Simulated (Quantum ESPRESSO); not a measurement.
# How SnSe2 absorbs and reflects light, part 2 of 3

Aim: the dielectric function of SnSe2, and the optical constants that follow from it.

Quantum ESPRESSO 7.5; DFT, PBE, plane waves with norm-conserving potentials (PseudoDojo), scalar-relativistic, independent-particle optical response without local fields and without the non-local commutator.

So far. Step 2 (Ground state): There is a gap, 0.79 eV on this mesh (points off the mesh can give less), so no carriers' term is needed.

## (3) Ground state with the final occupations

Level of this step: DFT, PBE, plane waves with norm-conserving potentials (PseudoDojo), scalar-relativistic, ground state (Quantum ESPRESSO).

The ground state once more, with the occupations that the first run showed to fit.

scf.in reads:

```
&control
  calculation = 'scf'
  prefix = 'x'
  outdir = './tmp'
  pseudo_dir = './'
  verbosity = 'high'
/
&system
  ibrav = 0
  nat = 3
  ntyp = 2
  ecutwfc = 70
  occupations = 'fixed'
/
&electrons
  conv_thr = 1e-09
  electron_maxstep = 100
/
ATOMIC_SPECIES
  Sn 1.0 Sn.upf
  Se 1.0 Se.upf
CELL_PARAMETERS angstrom
  3.810999999987 0.000000000000 0.000000000000
  -1.905499999994 3.300422813811 0.000000000000
  0.000000000000 0.000000000000 6.136000000000
ATOMIC_POSITIONS crystal
  Sn 0.000000000000 0.000000000000 0.000000000000
  Se 0.666666666667 0.333333333333 0.751000000000
  Se 0.333333333333 0.666666666667 0.249000000000
K_POINTS automatic
  7 7 4 0 0 0
```

Started as:

```
mpirun -n 4 pw.x -nk 4 -in scf.in
```

Output:

```text
[banner, memory and clock lines left out]

     using ibrav=0 with symmetry is DISCOURAGED, use correct ibrav instead

     G-vector sticks info

     bravais-lattice index     =            0
     lattice parameter (alat)  =       7.2017  a.u.
     unit-cell volume          =     520.8234 (a.u.)^3
     number of atoms/cell      =            3
     number of atomic types    =            2
     number of electrons       =        46.00
     number of Kohn-Sham states=           23
     kinetic-energy cutoff     =      70.0000  Ry
     charge density cutoff     =     280.0000  Ry
     scf convergence threshold =      1.0E-09
     mixing beta               =       0.7000
     number of iterations used =            8  plain     mixing
     Exchange-correlation= PBE
                           (   1   4   3   4   0   0   0)

     celldm(1)=   7.201746  celldm(2)=   0.000000  celldm(3)=   0.000000
     celldm(4)=   0.000000  celldm(5)=   0.000000  celldm(6)=   0.000000

     crystal axes: (cart. coord. in units of alat)
               a(1) = (   1.000000   0.000000   0.000000 )
               a(2) = (  -0.500000   0.866025   0.000000 )
               a(3) = (   0.000000   0.000000   1.610076 )

     reciprocal axes: (cart. coord. in units 2 pi/alat)
               b(1) = (  1.000000  0.577350 -0.000000 )
               b(2) = (  0.000000  1.154701  0.000000 )
               b(3) = (  0.000000 -0.000000  0.621089 )

     ./Sn.upf
     Pseudo is Norm-conserving + core correction, Zval = 14.0
     Generated using ONCVPSP code by D. R. Hamann
     Using radial grid of 1628 points,  6 beta functions with:
                l(1) =   0
                l(2) =   0
                l(3) =   1
                l(4) =   1
                l(5) =   2
                l(6) =   2

     ./Se.upf
     Pseudo is Norm-conserving + core correction, Zval = 16.0
     Generated using ONCVPSP code by D. R. Hamann
     Using radial grid of 1214 points,  6 beta functions with:
                l(1) =   0
                l(2) =   0
                l(3) =   1
                l(4) =   1
                l(5) =   2
                l(6) =   2

     atomic species   valence    mass     pseudopotential
     Sn               14.00     1.00000     Sn( 1.00)
     Se               16.00     1.00000     Se( 1.00)

     12 Sym. Ops., with inversion, found

                                    s                        frac. trans.

     [... symmetry matrices left out ...]
   Cartesian axes

     site n.     atom                  positions (alat units)
         1        Sn     tau(   1) = (   0.0000000   0.0000000   0.0000000  )
         2        Se     tau(   2) = (   0.5000000   0.2886751   1.2091671  )
         3        Se     tau(   3) = (  -0.0000000   0.5773503   0.4009089  )

   Crystallographic axes

     site n.     atom                  positions (cryst. coord.)
         1        Sn     tau(   1) = (  0.0000000  0.0000000  0.0000000  )
         2        Se     tau(   2) = (  0.6666667  0.3333333  0.7510000  )
         3        Se     tau(   3) = (  0.3333333  0.6666667  0.2490000  )

     number of k points=    28
                       cart. coord. in units 2pi/alat
        k(    1) = (   0.0000000   0.0000000   0.0000000), wk =   0.0102041
        k(    2) = (   0.0000000   0.0000000   0.1552722), wk =   0.0204082
        k(    3) = (   0.0000000   0.0000000  -0.3105443), wk =   0.0102041
        k(    4) = (   0.0000000   0.1649572   0.0000000), wk =   0.0612245
        k(    5) = (   0.0000000   0.1649572   0.1552722), wk =   0.0612245
        k(    6) = (   0.0000000   0.1649572  -0.3105443), wk =   0.0612245
        k(    7) = (   0.0000000   0.3299144   0.0000000), wk =   0.0612245
        k(    8) = (   0.0000000   0.3299144   0.1552722), wk =   0.0612245
        k(    9) = (   0.0000000   0.3299144  -0.3105443), wk =   0.0612245
        k(   10) = (   0.0000000   0.4948717   0.0000000), wk =   0.0612245
        k(   11) = (   0.0000000   0.4948717   0.1552722), wk =   0.0612245
        k(   12) = (   0.0000000   0.4948717  -0.3105443), wk =   0.0612245
        k(   13) = (   0.1428571   0.2474358   0.0000000), wk =   0.0612245
        k(   14) = (   0.1428571   0.2474358   0.1552722), wk =   0.1224490
        k(   15) = (   0.1428571   0.2474358  -0.3105443), wk =   0.0612245
        k(   16) = (   0.1428571   0.4123930   0.0000000), wk =   0.1224490
[...]
cryst. coord.
[...]
k(   21) = (   0.1428571   0.4285714  -0.5000000), wk =   0.0612245
        k(   22) = (   0.2857143   0.2857143   0.0000000), wk =   0.0612245
        k(   23) = (   0.2857143   0.2857143   0.2500000), wk =   0.1224490
        k(   24) = (   0.2857143   0.2857143  -0.5000000), wk =   0.0612245
        k(   25) = (   0.0000000   0.1428571  -0.2500000), wk =   0.0612245
        k(   26) = (   0.0000000   0.2857143  -0.2500000), wk =   0.0612245
        k(   27) = (   0.0000000   0.4285714  -0.2500000), wk =   0.0612245
        k(   28) = (  -0.1428571   0.4285714  -0.2500000), wk =   0.1224490

     Dense  grid:    41275 G-vectors     FFT dimensions: (  40,  40,  64)

     Initial potential from superposition of free atoms

     starting charge      45.9983, renormalised to      46.0000
     Starting wfcs are   27 randomized atomic wfcs

     Self-consistent Calculation

     iteration #  1     ecut=    70.00 Ry     beta= 0.70
     Davidson diagonalization with overlap

            70 MiB given to the printing process from OS
            41 MiB allocation reported by mallinfo(arena+hblkhd)
------------------
     ethr =  1.00E-02,  avg # of iterations =  2.0

     Threshold (ethr) on eigenvalues was too large:
     Diagonalizing with lowered threshold

     Davidson diagonalization with overlap

            78 MiB given to the printing process from OS
            45 MiB allocation reported by mallinfo(arena+hblkhd)
------------------
     ethr =  2.20E-04,  avg # of iterations =  3.7

     total energy              =    -642.58504729 Ry
     estimated scf accuracy    <       0.07834871 Ry

     iteration #  2     ecut=    70.00 Ry     beta= 0.70
     Davidson diagonalization with overlap

            86 MiB given to the printing process from OS
            56 MiB allocation reported by mallinfo(arena+hblkhd)
------------------
     ethr =  1.70E-04,  avg # of iterations =  4.0

     total energy              =    -642.59729015 Ry
     estimated scf accuracy    <       0.05392524 Ry

     iteration #  3     ecut=    70.00 Ry     beta= 0.70
     Davidson diagonalization with overlap

            87 MiB given to the printing process from OS
            58 MiB allocation reported by mallinfo(arena+hblkhd)
------------------
     ethr =  1.17E-04,  avg # of iterations =  4.0

     total energy              =    -642.61064466 Ry
     estimated scf accuracy    <       0.00403786 Ry

     iteration #  4     ecut=    70.00 Ry     beta= 0.70
     Davidson diagonalization with overlap

            89 MiB given to the printing process from OS
            59 MiB allocation reported by mallinfo(arena+hblkhd)
------------------
     ethr =  8.78E-06,  avg # of iterations =  2.8

     total energy              =    -642.61154992 Ry
     estimated scf accuracy    <       0.00020869 Ry

     iteration #  5     ecut=    70.00 Ry     beta= 0.70
     Davidson diagonalization with overlap

            90 MiB given to the printing process from OS
            60 MiB allocation reported by mallinfo(arena+hblkhd)
------------------
     ethr =  4.54E-07,  avg # of iterations =  4.0

     total energy              =    -642.61160489 Ry
     estimated scf accuracy    <       0.00001413 Ry

     iteration #  6     ecut=    70.00 Ry     beta= 0.70
     Davidson diagonalization with overlap

            91 MiB given to the printing process from OS
            61 MiB allocation reported by mallinfo(arena+hblkhd)
------------------
     ethr =  3.07E-08,  avg # of iterations =  3.2

     total energy              =    -642.61160776 Ry
     estimated scf accuracy    <       0.00000037 Ry

     iteration #  7     ecut=    70.00 Ry     beta= 0.70
     Davidson diagonalization with overlap

            92 MiB given to the printing process from OS
            63 MiB allocation reported by mallinfo(arena+hblkhd)
------------------
     ethr =  7.96E-10,  avg # of iterations =  5.4

     total energy              =    -642.61160787 Ry
     estimated scf accuracy    <       0.00000049 Ry

     iteration #  8     ecut=    70.00 Ry     beta= 0.70
     Davidson diagonalization with overlap

            94 MiB given to the printing process from OS
            64 MiB allocation reported by mallinfo(arena+hblkhd)
------------------
     ethr =  7.96E-10,  avg # of iterations =  3.1

     total energy              =    -642.61160799 Ry
     estimated scf accuracy    <       0.00000001 Ry

     iteration #  9     ecut=    70.00 Ry     beta= 0.70
     Davidson diagonalization with overlap

            95 MiB given to the printing process from OS
            65 MiB allocation reported by mallinfo(arena+hblkhd)
------------------
     ethr =  2.25E-11,  avg # of iterations =  4.1

     total energy              =    -642.61160799 Ry
     estimated scf accuracy    <          1.8E-09 Ry

     iteration # 10     ecut=    70.00 Ry     beta= 0.70
     Davidson diagonalization with overlap

            96 MiB given to the printing process from OS
            66 MiB allocation reported by mallinfo(arena+hblkhd)
------------------
     ethr =  4.01E-12,  avg # of iterations =  3.4

     End of self-consistent calculation

          k = 0.0000 0.0000 0.0000 (  5191 PWs)   bands (ev):

   -38.3194 -38.3194 -38.3174 -38.3174 -38.2662 -38.2662 -38.2603 -38.2603
   -38.2457 -38.2436 -12.7218 -12.7218 -12.6836 -12.6699 -12.6699  -5.4297
    -3.6509   2.5211   7.8876   7.8876   8.1827   8.1827   8.5888

     occupation numbers
     1.0000   1.0000   1.0000   1.0000   1.0000   1.0000   1.0000   1.0000
     1.0000   1.0000   1.0000   1.0000   1.0000   1.0000   1.0000   1.0000
     1.0000   1.0000   1.0000   1.0000   1.0000   1.0000   1.0000

          k = 0.0000 0.0000 0.1553 (  5173 PWs)   bands (ev):

   -38.3181 -38.3181 -38.3168 -38.3168 -38.2639 -38.2639 -38.2619 -38.2619
   -38.2454 -38.2449 -12.7217 -12.7217 -12.6836 -12.6699 -12.6699  -5.3525
    -3.8135   2.9265   7.4273   7.8347   7.8347   8.2663   8.2663

     occupation numbers
     1.0000   1.0000   1.0000   1.0000   1.0000   1.0000   1.0000   1.0000
     1.0000   1.0000   1.0000   1.0000   1.0000   1.0000   1.0000   1.0000
     1.0000   1.0000   1.0000   1.0000   1.0000   1.0000   1.0000

     [... further k points left out ...]

     highest occupied level (ev):     8.5888

!    total energy              =    -642.61160799 Ry
     estimated scf accuracy    <          4.9E-11 Ry

     The total energy is the sum of the following terms:
     one-electron contribution =    -352.69308975 Ry
     hartree contribution      =     192.20419516 Ry
     xc contribution           =    -141.07469917 Ry
     ewald contribution        =    -341.04801423 Ry

     convergence has been achieved in  10 iterations

     XML data file, charge density, pseudopotentials, collected wavefunctions

                                        0.00s GPU  (     369 calls)
```

It took 24 s on 4 MPI ranks of Arm Neoverse N1, shared host; peak memory 0.09 GiB; 95 s of CPU time.

## (4) Bands on the whole mesh, 10×10×5

At the fixed density, many empty bands are solved on the mesh of the response, since the spectrum sums over them.

This step: DFT, PBE, plane waves with norm-conserving potentials (PseudoDojo), scalar-relativistic, bands at fixed density (Quantum ESPRESSO 7.5).

nscf.in, as its differences from scf.in of step 3:

```diff
@@ -1,3 +1,3 @@
 &control
-  calculation = 'scf'
+  calculation = 'nscf'
   prefix = 'x'
@@ -5,3 +5,2 @@
   pseudo_dir = './'
-  verbosity = 'high'
 /
@@ -13,2 +12,5 @@
   occupations = 'fixed'
+  nbnd = 53
+  nosym = .true.
+  noinv = .true.
 /
@@ -17,2 +19,3 @@
   electron_maxstep = 100
+  diago_full_acc = .true.
 /
@@ -30,2 +33,2 @@
 K_POINTS automatic
-  7 7 4 0 0 0
+  10 10 5 0 0 0
```

Started as:

```
mpirun -n 4 pw.x -nk 4 -in nscf.in
```

Output:

```text
[banner, memory and clock lines left out]

     Atomic positions and unit cell read from directory:

     G-vector sticks info

     bravais-lattice index     =            0
     lattice parameter (alat)  =       7.2017  a.u.
     unit-cell volume          =     520.8234 (a.u.)^3
     number of atoms/cell      =            3
     number of atomic types    =            2
     number of electrons       =        46.00
     number of Kohn-Sham states=           53
     kinetic-energy cutoff     =      70.0000  Ry
     charge density cutoff     =     280.0000  Ry
     Exchange-correlation= PBE
                           (   1   4   3   4   0   0   0)

     celldm(1)=   7.201746  celldm(2)=   0.000000  celldm(3)=   0.000000
     celldm(4)=   0.000000  celldm(5)=   0.000000  celldm(6)=   0.000000

     crystal axes: (cart. coord. in units of alat)
               a(1) = (   1.000000   0.000000   0.000000 )
               a(2) = (  -0.500000   0.866025   0.000000 )
               a(3) = (   0.000000   0.000000   1.610076 )

     reciprocal axes: (cart. coord. in units 2 pi/alat)
               b(1) = (  1.000000  0.577350 -0.000000 )
               b(2) = (  0.000000  1.154701  0.000000 )
               b(3) = (  0.000000 -0.000000  0.621089 )

     ./Sn.upf
     Pseudo is Norm-conserving + core correction, Zval = 14.0
     Generated using ONCVPSP code by D. R. Hamann
     Using radial grid of 1628 points,  6 beta functions with:
                l(1) =   0
                l(2) =   0
                l(3) =   1
                l(4) =   1
                l(5) =   2
                l(6) =   2

     ./Se.upf
     Pseudo is Norm-conserving + core correction, Zval = 16.0
     Generated using ONCVPSP code by D. R. Hamann
     Using radial grid of 1214 points,  6 beta functions with:
                l(1) =   0
                l(2) =   0
                l(3) =   1
                l(4) =   1
                l(5) =   2
                l(6) =   2

     atomic species   valence    mass     pseudopotential
     Sn               14.00     1.00000     Sn( 1.00)
     Se               16.00     1.00000     Se( 1.00)

     No symmetry found

   Cartesian axes

     site n.     atom                  positions (alat units)
         1        Sn     tau(   1) = (   0.0000000   0.0000000   0.0000000  )
         2        Se     tau(   2) = (   0.5000000   0.2886751   1.2091671  )
         3        Se     tau(   3) = (  -0.0000000   0.5773503   0.4009089  )

     number of k points=   500

     Number of k-points >= 100: set verbosity='high' to print them.

     Dense  grid:    41275 G-vectors     FFT dimensions: (  40,  40,  64)

     The potential is recalculated from file :

     Starting wfcs are   27 randomized atomic wfcs +   26 random wfcs

     Band Structure Calculation
     Davidson diagonalization with overlap
     c_bands:  1 eigenvalues not converged

     ethr =  2.17E-12,  avg # of iterations = 53.3

     End of band structure calculation

     Number of k-points >= 100: set verbosity='high' to print the bands.

     highest occupied, lowest unoccupied level (ev):     8.6204    9.3801

     XML data file, pseudopotentials, collected wavefunctions

                                        0.00s GPU  (    7146 calls)

[... left out ...]
overlap
     c_bands:  1 eigenvalues not converged

     ethr =  2.17E-12,  avg # of iterations = 53.3

     End of band structure calculation

     Number of k-points >= 100: set verbosity='high' to print the bands.

     highest occupied, lowest unoccupied level (ev):     8.6204    9.3801

     XML data file, pseudopotentials, collected wavefunctions

                                        0.00s GPU  (    7146 calls)
```

Wall time 14 min (4 MPI ranks); peak memory 0.08 GiB.

(Continued in part 3 of 3.)

[Machine, clock, banner and «Message from routine» lines are left out of the logs.]

[Logs are printed without paths, hosts, clocks, repeated set-up lines and the standing remarks that a program may print on its own settings, such as how far it seeks lower states.]

[Hosts, paths, dates, database ids (printed as entryN), source tags and the programs' standing remarks are cut or masked in the printed files.]
